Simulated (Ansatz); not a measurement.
## LuBeSi2, from a guessed structure to a relaxed one

This structure for LuBeSi2 is made up. Its elements were placed in a known structure type with a cell scaled to their sizes. What cell does the guess relax to, and how far off was it?

Calculated with Ansatz 0.2.0; DFT, PBEsol, plane-wave PAW, files of the set soft_1, scalar-relativistic, no spin, cell and ions relaxed at zero pressure; PAW set soft_1, in the first sound run; inputs show where later runs differ.

## (1) Set-up

The structure is orthorhombic, space group Cmcm (No. 63). Conventional cell: a = 3.847 Å, b = 15.671 Å, c = 3.921 Å, α = 90.00°, β = 90.00°, γ = 90.00°. Nearest to Lu lie 10 Si at 2.75 to 3.03 Å and 4 Be at 2.90 Å. Si has 4 Be at 2.37 to 2.39 Å and 4 Si at 2.75 Å and 4 Lu at 3.00 to 3.03 Å nearest. Si has 2 Si at 2.08 Å and 1 Be at 2.20 Å and 6 Lu at 2.75 to 3.02 Å nearest. Nearest to Be lie 5 Si at 2.20 to 2.39 Å and 4 Lu at 2.90 Å. Farther neighbours are not listed.

Structure file:

```cif
data_structure
_symmetry_space_group_name_H-M 'P 1'
_symmetry_Int_Tables_number 1
_cell_length_a 8.0681
_cell_length_b 8.0681
_cell_length_c 3.9210
_cell_angle_alpha 90.000
_cell_angle_beta 90.000
_cell_angle_gamma 152.415
_cell_volume 118.19
loop_
_atom_site_label
_atom_site_type_symbol
_atom_site_fract_x
_atom_site_fract_y
_atom_site_fract_z
_atom_site_occupancy
Lu1 Lu 0.10290 0.89710 0.75000 1
Lu2 Lu 0.89710 0.10290 0.25000 1
Si3 Si 0.25060 0.74940 0.25000 1
Si4 Si 0.74940 0.25060 0.75000 1
Si5 Si 0.47770 0.52230 0.75000 1
Si6 Si 0.52230 0.47770 0.25000 1
Be7 Be 0.66250 0.33750 0.25000 1
Be8 Be 0.33750 0.66250 0.75000 1
```

## (2) Relaxation of the guess

The guessed cell has no reason to be at equilibrium. It is relaxed with the atoms, within the space group of the guess.

input.yaml reads:

```yaml
crystal:
  lattice:
    - [1.9235, -7.8355, 0.0]
    - [1.9235, 7.8355, 0.0]
    - [0.0, 0.0, 3.921]
  atoms:
    - { symbol: Lu, position: [0.1029, 0.8971, 0.75] }
    - { symbol: Lu, position: [0.8971, 0.1029, 0.25] }
    - { symbol: Si, position: [0.2506, 0.7494, 0.25] }
    - { symbol: Si, position: [0.7494, 0.2506, 0.75] }
    - { symbol: Si, position: [0.4777, 0.5223, 0.75] }
    - { symbol: Si, position: [0.5223, 0.4777, 0.25] }
    - { symbol: Be, position: [0.6625, 0.3375, 0.25] }
    - { symbol: Be, position: [0.3375, 0.6625, 0.75] }
kpoints:
  mp_grid: { grid: [7, 7, 7] }
scf:
  occupations: { method: fermi_dirac, width: 0.05 }
hamiltonian:
  xc: pbesol
  pseudopotentials: { kind: paw, azcp: { folder: soft_1 }, xc_functional: pbe }
relax:
  f_tol: 0.015
  max_steps: 70
  cell: {}
output:
  forces: true
  stress: true
```

On the command line:

```console
$ ansatz run input.yaml --threads 4 --pin off --max-ram 10240MiB --backend cpu --events-out ev --progress --plain --runs-dir out
```

Numbers of over 12 decimals in the logs are rounded to 6 here.

Log:

```text
basis.fft_grid_basis auto: the FFT boxes are laid along the combinations [[1, 1, 0], [0, 1, 0], [0, 0, 1]] of the cell's own vectors, 3.847, 8.068 and 3.921 Å long. The dense box has 27×54×27 points. Along the cell's own vectors, as sized, it would have 54×54×27, 2.00 times as many. Of the 8 symmetry operations that the crystal satisfies within crystal.symmetry.tolerance (time reversal apart; of a slab, those that ke [...]
Engine: ansatz 0.2.0, x86_64-unknown-linux-gnu
Pseudopotentials: kind: paw
Pseudopotential: Lu, paw, valence charge 25, recommended cutoff 420 eV (normal), soft_1/Lu.paw.azcp
Pseudopotential: Si, paw, valence charge 4, recommended cutoff 420 eV (normal), soft_1/Si.paw.azcp
Pseudopotential: Be, paw, valence charge 2, recommended cutoff 420 eV (normal), soft_1/Be.paw.azcp
Functional definition: PBEsol
  exchange = pbesol_x
  correlation = pbesol_c
Crystal: 8 atoms, lattice volume = 118.191 Å³
Basis set: ecut = 420 eV, 2333 PW (Γ), FFT grids on a1+a2, a2, a3, exchange–correlation on 54×108×54 points (8 copies of the dense FFT grid, shifted against one another)
Bands: 43, of which v1, the nominal top of the filled ones, is band 35 counted from 1 (34 counted from 0)
Symmetry: 8 space group operations
Space group: Cmcm (ITA 63), of the structure as read, at distance tolerance 4.9e-5 Å
k-points: 64 of 343
Non-local potential: Lu, projectors of the file, l = 0: 3, l = 1: 2, l = 2: 2, l = 3: 3
Non-local potential: Si, projectors of the file, l = 0: 2, l = 1: 2, l = 2: 1
Non-local potential: Be, projectors of the file, l = 0: 2, l = 1: 2, l = 2: 1
PAW form: soft (Blöchl's): semilocal exchange-correlation on the pseudo side does not see the compensation charge
PAW frozen core: Lu, regenerated for the run's functional, and the local potential with it (the file was generated under x = pbe(κ = 0.804, μ = 0.219515), c = pbe(β = 0.066725))
PAW frozen core: Si, regenerated for the run's functional, and the local potential with it (the file was generated under x = pbe(κ = 0.804, μ = 0.219515), c = pbe(β = 0.066725))
PAW frozen core: Be, regenerated for the run's functional, and the local potential with it (the file was generated under x = pbe(κ = 0.804, μ = 0.219515), c = pbe(β = 0.066725))
PAW one-centre angular grid: Lu, 590 points (default); XC on 64 Gauss nodes
PAW one-centre angular grid: Si, 110 points (default); XC on 64 Gauss nodes
PAW one-centre angular grid: Be, 110 points (default); XC on 64 Gauss nodes
Initial density: superposition of atomic densities (chi_scale 0.1, normalization cell, long waves kept (reshape's long-wave potential 0.06 eV rms))
Initial wavefunctions: pseudopotential atomic-orbital guess
Functional: x = pbesol(κ = 0.804, μ = 0.123457), c = pbesol(β = 0.046)
SCF iter   1: F=—  HF=-31893.933522 eV  |F-HF|=—  |Δ(HF+E_count)|=         —  Δρ=3.57e-2  dr2=4.77e0  ethr=3.10e-3  ⟨swp⟩=11.6  Hψ=16396  notcnv=0  defer=4
preconditioner: auto → Kerker (q_TF=auto, 2.500 Å⁻¹)  [metal: Δε(μ)=0.023 eV  Ē_g=11.207 eV  σ=0.050 eV  W_gap=0.11  n_scr=32 (ndim 8)  ℏωp=27.7 eV  f_vac=0.000  D(μ)=2.42/eV (n_scr^D=14)]
SCF iter   2: F=—  HF=-31893.317785 eV  |F-HF|=—  |Δ(HF+E_count)|=   6.16e-1  Δρ=2.22e-2  dr2=1.97e0  ethr=3.10e-3  ⟨swp⟩=4.2  Hψ=5114  notcnv=0  defer=66
SCF iter   3: F=—  HF=-31893.096966 eV  |F-HF|=—  |Δ(HF+E_count)|=   2.21e-1  Δρ=8.84e-3  dr2=6.92e-2  ethr=2.81e-3  ⟨swp⟩=4.7  Hψ=5730  notcnv=0  defer=67
SCF iter   4: F=—  HF=-31892.957204 eV  |F-HF|=—  |Δ(HF+E_count)|=   1.40e-1  Δρ=3.08e-3  dr2=8.21e-3  ethr=9.89e-5  ⟨swp⟩=4.3  Hψ=8672  notcnv=0  defer=67
SCF iter   5: F=—  HF=-31892.954123 eV  |F-HF|=—  |Δ(HF+E_count)|=   3.08e-3  Δρ=1.12e-3  dr2=6.73e-3  ethr=1.17e-5  ⟨swp⟩=2.4  Hψ=4969  notcnv=0  defer=67
SCF iter   6: F=—  HF=-31892.953017 eV  |F-HF|=—  |Δ(HF+E_count)|=   1.11e-3  Δρ=3.61e-4  dr2=4.21e-4  ethr=9.62e-6  ⟨swp⟩=2.7  Hψ=4713  notcnv=0  defer=67
SCF iter   7: F=—  HF=-31892.952927 eV  |F-HF|=—  |Δ(HF+E_count)|=   8.95e-5  Δρ=1.39e-4  dr2=3.43e-5  ethr=6.01e-7  ⟨swp⟩=2.2  Hψ=5091  notcnv=0  defer=67
SCF iter   8: F=—  HF=-31892.952856 eV  |F-HF|=—  |Δ(HF+E_count)|=   7.12e-5  Δρ=2.90e-5  dr2=1.98e-6  ethr=4.90e-8  ⟨swp⟩=2.5  Hψ=4996  notcnv=0  defer=67
SCF iter   9: F=—  HF=-31892.952855 eV  |F-HF|=—  |Δ(HF+E_count)|=   3.76e-7  Δρ=1.13e-5  dr2=2.26e-7  ethr=2.83e-9  ⟨swp⟩=2.5  Hψ=5301  notcnv=0  defer=67
SCF iter  10: F=-31892.952855 eV  HF=-31892.952855 eV  |F-HF|=2.18e-8  |Δ(HF+E_count)|=   4.36e-8  Δρ=8.88e-6  dr2=4.33e-8  ethr=1.43e-10  ⟨swp⟩=6.9  Hψ=15500  notcnv=0
SCF 1 converged in 10 iterations: F = -31892.952855 eV  dr2 = 4.33e-8
  greatest PAW one-centre occupation: 0.998 electrons in one spin orbital (limit 2), on the Lu atom at site 1 (counted from 0), in its partial waves of l = 0
relax step   1: F+E_penalty+E_count = -31892.95285534 eV  Δ(F+E_penalty+E_count) = +0.000e0 eV  max|allowed force component| = 3.826e0 eV/Å  Δτ_max = 0.0000 Å  P = +5.310 GPa  Ω = 118.191 Å³  (10 SCF iters, dr2 threshold 1.00e-7 eV, accepted)
Crystal: 8 atoms, lattice volume = 120.971 Å³
Basis set: ecut = 420 eV, 2377 PW (Γ), FFT grids on a1+a2, a2, a3, exchange–correlation on 54×108×54 points (8 copies of the dense FFT grid, shifted against one another)
Initial density: handed on by an earlier stage of this run
Initial wavefunctions: those handed on with the density
iter 1 solved again at ethr=2.02e-3 eV; its pass at ethr=3.10e-3 eV (dr2=1.41e0 eV) is discarded
SCF iter   1: F=—  HF=-31894.321720 eV  |F-HF|=—  |Δ(HF+E_count)|=         —  Δρ=1.27e-2  dr2=1.41e0  ethr=2.02e-3  ⟨swp⟩=1.6  Hψ=21516  notcnv=0
preconditioner: auto → Kerker (q_TF=auto, 2.491 Å⁻¹)  [metal: Δε(μ)=0.020 eV  Ē_g=11.217 eV  σ=0.050 eV  W_gap=0.10  n_scr=32 (ndim 8)  ℏωp=27.4 eV  f_vac=0.000  D(μ)=2.16/eV (n_scr^D=14)]
SCF iter   2: F=—  HF=-31894.188659 eV  |F-HF|=—  |Δ(HF+E_count)|=   1.33e-1  Δρ=8.04e-3  dr2=5.99e-1  ethr=2.01e-3  ⟨swp⟩=1.6  Hψ=3021  notcnv=0
SCF iter   3: F=—  HF=-31894.131771 eV  |F-HF|=—  |Δ(HF+E_count)|=   5.69e-2  Δρ=2.61e-3  dr2=3.11e-2  ethr=8.55e-4  ⟨swp⟩=4.5  Hψ=5683  notcnv=0  defer=57
SCF iter   4: F=—  HF=-31894.125930 eV  |F-HF|=—  |Δ(HF+E_count)|=   5.84e-3  Δρ=1.49e-3  dr2=6.27e-3  ethr=4.44e-5  ⟨swp⟩=3.6  Hψ=6879  notcnv=0  defer=66
SCF iter   5: F=—  HF=-31894.124663 eV  |F-HF|=—  |Δ(HF+E_count)|=   1.27e-3  Δρ=4.94e-4  dr2=1.73e-3  ethr=8.95e-6  ⟨swp⟩=2.5  Hψ=5497  notcnv=0  defer=64
SCF iter   6: F=—  HF=-31894.124451 eV  |F-HF|=—  |Δ(HF+E_count)|=   2.12e-4  Δρ=1.65e-4  dr2=1.38e-4  ethr=2.47e-6  ⟨swp⟩=2.1  Hψ=3848  notcnv=0  defer=63
[...]
preconditioner: auto → Kerker (q_TF=auto, 2.499 Å⁻¹)  [metal: Δε(μ)=0.016 eV  Ē_g=11.248 eV  σ=0.050 eV  W_gap=0.08  n_scr=32 (ndim 8)  ℏωp=27.7 eV  f_vac=0.000  D(μ)=2.45/eV (n_scr^D=14)]
SCF iter   2: F=—  HF=-31894.167062 eV  |F-HF|=—  |Δ(HF+E_count)|=   1.14e-2  Δρ=2.51e-3  dr2=5.39e-2  ethr=1.61e-4  ⟨swp⟩=1.8  Hψ=2835  notcnv=0
SCF iter   3: F=—  HF=-31894.165048 eV  |F-HF|=—  |Δ(HF+E_count)|=   2.01e-3  Δρ=1.60e-3  dr2=2.48e-3  ethr=7.69e-5  ⟨swp⟩=5.2  Hψ=7324  notcnv=0
SCF iter   4: F=—  HF=-31894.160771 eV  |F-HF|=—  |Δ(HF+E_count)|=   4.28e-3  Δρ=8.39e-4  dr2=1.29e-3  ethr=3.54e-6  ⟨swp⟩=4.0  Hψ=8946  notcnv=0  defer=10
SCF iter   5: F=—  HF=-31894.160737 eV  |F-HF|=—  |Δ(HF+E_count)|=   3.35e-5  Δρ=4.93e-4  dr2=1.77e-3  ethr=1.84e-6  ⟨swp⟩=3.0  Hψ=6087  notcnv=0  defer=10
SCF iter   6: F=—  HF=-31894.160536 eV  |F-HF|=—  |Δ(HF+E_count)|=   2.01e-4  Δρ=2.84e-4  dr2=5.67e-4  ethr=1.84e-6  ⟨swp⟩=1.9  Hψ=3928  notcnv=0  defer=10
SCF iter   7: F=—  HF=-31894.160459 eV  |F-HF|=—  |Δ(HF+E_count)|=   7.70e-5  Δρ=9.90e-5  dr2=5.47e-5  ethr=8.10e-7  ⟨swp⟩=2.3  Hψ=4305  notcnv=0  defer=10
SCF iter   8: F=—  HF=-31894.160453 eV  |F-HF|=—  |Δ(HF+E_count)|=   5.31e-6  Δρ=4.19e-5  dr2=1.03e-5  ethr=7.82e-8  ⟨swp⟩=2.4  Hψ=5130  notcnv=0  defer=10
SCF iter   9: F=-31894.160452 eV  HF=-31894.160452 eV  |F-HF|=2.00e-7  |Δ(HF+E_count)|=   1.52e-6  Δρ=1.38e-5  dr2=2.57e-7  ethr=1.14e-9  ⟨swp⟩=6.8  Hψ=19809  notcnv=0
SCF 3 converged in 9 iterations: F = -31894.160452 eV  dr2 = 2.57e-7
relax step   3: F+E_penalty+E_count = -31894.16045178 eV  Δ(F+E_penalty+E_count) = -3.605e-2 eV  max|allowed force component| = 1.767e-1 eV/Å  Δτ_max = 0.0505 Å  P = +1.110 GPa  Ω = 118.602 Å³  energy of the carried Pulay correction = -9.438e-5 eV  (9 SCF iters, dr2 threshold 8.00e-7 eV, accepted)
[...]
relax step   4: F+E_penalty+E_count = -31894.16849153 eV  Δ(F+E_penalty+E_count) = -8.040e-3 eV  max|allowed force component| = 7.437e-2 eV/Å  Δτ_max = 0.0304 Å  P = +0.176 GPa  Ω = 119.783 Å³  energy of the carried Pulay correction = -3.639e-4 eV  (8 SCF iters, dr2 threshold 8.00e-7 eV, accepted)
[...]
relax step   5: F+E_penalty+E_count = -31894.16922387 eV  Δ(F+E_penalty+E_count) = -7.323e-4 eV  max|allowed force component| = 1.649e-2 eV/Å  Δτ_max = 0.0102 Å  P = -0.117 GPa  Ω = 120.067 Å³  energy of the carried Pulay correction = -4.284e-4 eV  (8 SCF iters, dr2 threshold 3.46e-7 eV, accepted)
[...]
relax step   6: F+E_penalty+E_count = -31894.16934773 eV  Δ(F+E_penalty+E_count) = -1.239e-4 eV  max|allowed force component| = 2.464e-3 eV/Å  Δτ_max = 0.0016 Å  P = -0.000 GPa  Ω = 119.931 Å³  energy of the carried Pulay correction = -3.976e-4 eV  (8 SCF iters, dr2 threshold 7.98e-8 eV, accepted)
Basis set: ecut = 420 eV, 2361 PW (Γ), FFT grids on a1+a2, a2, a3, exchange–correlation on 54×120×54 points (8 copies of the dense FFT grid, shifted against one another)
Initial wavefunctions: pseudopotential atomic-orbital guess (no wavefunctions were taken with the density)
iter 1 solved again at ethr=1.59e-7 eV; its pass at ethr=3.10e-3 eV (dr2=1.11e-4 eV) is discarded
SCF iter   1: F=—  HF=-31894.169796 eV  |F-HF|=—  |Δ(HF+E_count)|=         —  Δρ=2.99e-5  dr2=1.31e-7  ethr=1.59e-7  ⟨swp⟩=5.5  Hψ=28225  notcnv=0
preconditioner: auto → Kerker (q_TF=auto, 2.494 Å⁻¹)  [metal: Δε(μ)=0.038 eV  Ē_g=11.251 eV  σ=0.050 eV  W_gap=0.19  n_scr=32 (ndim 8)  ℏωp=27.5 eV  f_vac=0.000  D(μ)=2.55/eV (n_scr^D=14)]
SCF iter   2: F=—  HF=-31894.169767 eV  |F-HF|=—  |Δ(HF+E_count)|=   2.99e-5  Δρ=1.76e-5  dr2=1.29e-7  ethr=1.87e-10  ⟨swp⟩=4.0  Hψ=8276  notcnv=0
SCF iter   3: F=—  HF=-31894.169767 eV  |F-HF|=—  |Δ(HF+E_count)|=   1.10e-8  Δρ=1.01e-5  dr2=1.84e-8  ethr=1.84e-10  ⟨swp⟩=3.2  Hψ=6733  notcnv=0
SCF iter   4: F=—  HF=-31894.169767 eV  |F-HF|=—  |Δ(HF+E_count)|=   2.26e-8  Δρ=3.21e-6  dr2=2.44e-9  ethr=2.62e-11  ⟨swp⟩=2.0  Hψ=5039  notcnv=0
SCF iter   5: F=—  HF=-31894.169767 eV  |F-HF|=—  |Δ(HF+E_count)|=   4.16e-9  Δρ=7.47e-7  dr2=2.46e-10  ethr=3.49e-12  ⟨swp⟩=2.8  Hψ=5195  notcnv=0
SCF iter   6: F=-31894.169767 eV  HF=-31894.169767 eV  |F-HF|=1.82e-11  |Δ(HF+E_count)|=  2.11e-10  Δρ=1.39e-7  dr2=3.07e-11  ethr=1.00e-12  ⟨swp⟩=6.9  Hψ=15564  notcnv=0
SCF 7 converged in 6 iterations: F = -31894.169767 eV  dr2 = 3.07e-11
relax step   7: F+E_penalty+E_count = -31894.16976660 eV  Δ(F+E_penalty+E_count) = -4.189e-4 eV  max|allowed force component| = 2.493e-3 eV/Å  Δτ_max = 0.0000 Å  P = -0.001 GPa  Ω = 119.931 Å³  stress off target by 1.12e-2 GPa  SCF on the basis re-selected at this cell (its energy is not comparable with the rows above)  (6 SCF iters)
basis re-selected at this cell: Δ(F+E_penalty+E_count) = -4.189e-4 eV, ΔP = -0.000 GPa vs the last step (what re-selecting the basis moved, of the pressure what is left beyond the Pulay correction that the steps carried, after the strain that the cell walked since its last selection, with what the two solves' SCF thresholds leave and, on support functions, any second-order correction that the steps lacked; it is no measure of the basis error at this ecutwfc). The dense FFT grid was sized anew with the basis: this SCF ran on 27×60×27 points, the steps before it on 27×54×27, so part of this shift can come from that change (see relax.cell in the input reference). [rest of the remark cut]
SCF converged after 6 iterations
Free energy (F): -31894.169767 eV
Harris-Foulkes:  -31894.169767 eV  (|F-HF|=1.82e-11)
Internal energy: -31894.148553 eV  (E = F + TS)
E sigma→0 (E₀):  -31894.159160 eV
Entropy (-TS):   -0.021214 eV (-2.652 meV/atom)
Fermi energy:    13.152754 eV
--- Per-component energies (eV) ---
  E_band       = 91.095332
  E_kinetic    = 1057.003143
  E_local      = -15574.579276  (includes V_loc(G=0)·N_el)
  E_nonlocal   = 1465.138817
  E_hartree    = 6673.718408
  E_xc         = -685.180131
  E_vxc        = -747.883000  (∫ρ·V_xc dr)
  E_paw        = -16703.481993  (= ΣΔE_a)
  E_vpaw       = 543.978601  (= ΣTr[D̂ρ^β])
  E_aug_tail   = 0.000113  (compensation charges beyond the density's cutoff)
  E_ewald      = -8129.296708
  E_core_change = 2.529075  (= ΣΔE_core)
  E_smearing   = -0.021214  (= −TS)
  E_closure    = 0.000000  (closes the sum)
  Σ components = -31894.169767   (vs F -31894.169767, Δ=0.00e0)
--- Forces (eV/Å), atoms counted from 1 ---
  atom   1  Lu     0.00000000     0.00017527     0.00000000
  atom   2  Lu     0.00000000    -0.00017527    -0.00000000
  atom   3  Si     0.00000000     0.00249304     0.00000000
  atom   4  Si     0.00000000    -0.00249304    -0.00000000
  atom   5  Si     0.00000000     0.00131230    -0.00000000
  atom   6  Si     0.00000000    -0.00131230     0.00000000
  atom   7  Be     0.00000000     0.00177582    -0.00000000
  atom   8  Be     0.00000000    -0.00177582     0.00000000
  max |Σ_I F_I| component: 4.34e-19 eV/Å
--- Stress (GPa, compression-positive) ---
       -0.002904       0.000000       0.000000
        0.000000      -0.009836       0.000000
        0.000000       0.000000       0.011227
  P = ⅓ Tr σ = -0.0005 GPa (-0.005 kbar)
--- Relaxed structure (6 steps of the walk, 6 accepted, 1 SCFs on fresh bases) ---
  F+E_penalty+E_count = -31894.16976660 eV   max|allowed force component| = 2.493e-3 eV/Å   (the final SCF, on the basis selected at the relaxed cell)
  cell:  # Å, volume = 119.9312 Å³
    - [1.888574, -7.905430, 0.0]
    - [1.888574, 7.905430, 0.0]
    - [0.0, 0.0, 4.016455]
  atoms:
    - { symbol: Lu, position: [0.103712, 0.896288, 0.75] }
    - { symbol: Lu, position: [0.896288, 0.103712, 0.25] }
    - { symbol: Si, position: [0.252274, 0.747726, 0.25] }
    - { symbol: Si, position: [0.747726, 0.252274, 0.75] }
    - { symbol: Si, position: [0.462826, 0.537174, 0.75] }
    - { symbol: Si, position: [0.537174, 0.462826, 0.25] }
    - { symbol: Be, position: [0.674126, 0.325874, 0.25] }
    - { symbol: Be, position: [0.325874, 0.674126, 0.75] }
```

Wall time 23 s (4 threads of INTEL XEON PLATINUM 8581C at 2.30GHz (Emerald Rapids), shared host); peak memory 0.69 GiB.

Relaxation path:

```csv
step,energy less that of the first step (eV),largest force component (eV/Å),pressure (GPa),volume (Å³)
1,0.0000,3.8257,5.31,118.19
2,-1.1715,0.8125,-0.49,120.97
3,-1.2076,0.1767,1.11,118.60
4,-1.2156,0.0744,0.18,119.78
5,-1.2164,0.0165,-0.12,120.07
6,-1.2165,0.0025,0.00,119.93
7*,-1.2169,0.0025,0.00,119.93
```

Relaxation steps marked * repeat the geometry before them on a plane-wave basis chosen anew for their cell, so energy and pressure can jump there.

The run keeps the 8 symmetry operations that it works with, so distortions that break them were not tested.

```csv
"conventional cell, symmetrised",before,after,change
a (Å),3.847,3.777,-1.8 %
b (Å),15.671,15.811,+0.9 %
c (Å),3.921,4.016,+2.4 %
volume (Å³/atom),14.77,14.99,+1.5 %
```

The atoms that moved most (Å, as changes of fractional coordinates times the final cell):

```csv
atom,dx,dy,dz,length
Si6,0.000,-0.235,0.000,0.235
Si5,0.000,0.235,0.000,0.235
Be7,0.000,-0.184,0.000,0.184
Be8,0.000,0.184,0.000,0.184
Si4,0.000,0.026,0.000,0.026
Si3,0.000,-0.026,0.000,0.026
Lu2,0.000,0.013,0.000,0.013
Lu1,0.000,-0.013,0.000,0.013
```

This step gave:

```
free energy             : -31894.1698 eV
energy at zero smearing : -31894.1592 eV
smearing term TS        : 0.02121 eV
Fermi energy            : 13.15 eV
electrons               : 70
symmetry operations     : 8
pressure                : -5.04e-4 GPa
```

Shortest distances by pair of elements, guess and relaxed (not always the same contact):

```csv
pair,guess (Å),relaxed (Å)
Be–Si,2.197,2.165
Si–Si,2.081,2.327
Lu–Si,2.748,2.920
Be–Lu,2.901,2.973
Be–Be,3.847,3.655
```

The relaxation ends with a largest force component of 0.0025 eV/Å and a pressure of 0.00 GPa.

(Part 1 of 2 ends here.)

[Logs are printed without paths, hosts, clocks, repeated set-up lines and the standing remarks that a program may print on its own settings, such as how far it seeks lower states.]

[Hosts, paths, dates, database ids (printed as entryN), source tags and the programs' standing remarks are cut or masked in the printed files.]
